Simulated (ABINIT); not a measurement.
An input for ABINIT 10.8.3 (MoS2 (P6_3/mmc)):

```
acell 3*1.0 Angstrom
rprim 
  3.169000000004 -0.000000000001 0.000000000000
  -1.584500000001 2.744434504597 0.000000000000
  0.000000000000 0.000000000000 12.324000000000
ntypat 2
znucl 42 16
natom 6
typat 1 1 2 2 2 2
xred 
  0.333333333333 0.666666666667 0.250000000000
  0.666666666667 0.333333333333 0.750000000000
  0.333333333333 0.666666666667 0.623000000000
  0.666666666667 0.333333333333 0.123000000000
  0.333333333333 0.666666666667 0.877000000000
  0.666666666667 0.333333333333 0.377000000000
pp_dirpath "pseudos"
pseudos "Mo.upf, S.upf"
ecut 36
nspinor 2
ngkpt 3 3 1
nshiftk 1
shiftk 0 0 0
kptopt 1
chksymbreak 0
istwfk *1
occopt 1
irdwfk 1
optdriver 4
nband 156
gwcalctyp 0
ecutsigx 36
symsigma 0
nkptgw 2
kptgw 
  0.0000000000 0.0000000000 0.0000000000
  0.3333333333 0.3333333333 0.0000000000
bdgw 
  49 56
  49 56
ecuteps 3.6
irdscr 1
ppmodel 1
indata_prefix "in"
outdata_prefix "out"
tmpdata_prefix "tmp"
```

The database entry behind the starting cell differs from later determinations by our own check (about 0.3 % long), so it need not match the best structure at ambient conditions.

```sh
OMP_NUM_THREADS=1 mpirun -n 8 abinit run.abi > log
```

Q: How long will it take on 8 MPI ranks of Arm Neoverse N1, shared host, and how much memory?

It took 67 s; on shared hardware allow 33 s to 2.2 min. Peak host memory was 2.5 GiB.

[Paths, hosts, dates, memory and timing lines, banners, echoed tables and standing remarks are left out of the program output.]

[Logs are printed without paths, hosts, clocks, repeated set-up lines and the standing remarks that a program may print on its own settings, such as how far it seeks lower states.]

[Runs of the session that timed out or met a known fault of the program may be left out.]

[No measured gap is set beside runs whose start may be inverted or whose files or cutoffs have a known fault.]

[Hosts, paths, dates, database ids (printed as entryN), source tags and the programs' standing remarks are cut or masked in the printed files.]

[G0W0 gaps are taken among the corrected bands and points alone; a level outside them can change the order at an edge.]

[Where Ansatz stands beside ABINIT at settings called matched, ABINIT's density can come from a denser mesh and the files from another edition; pairs whose starting gaps differed by over 0.03 eV were left out, so agreement reads better than it is.]
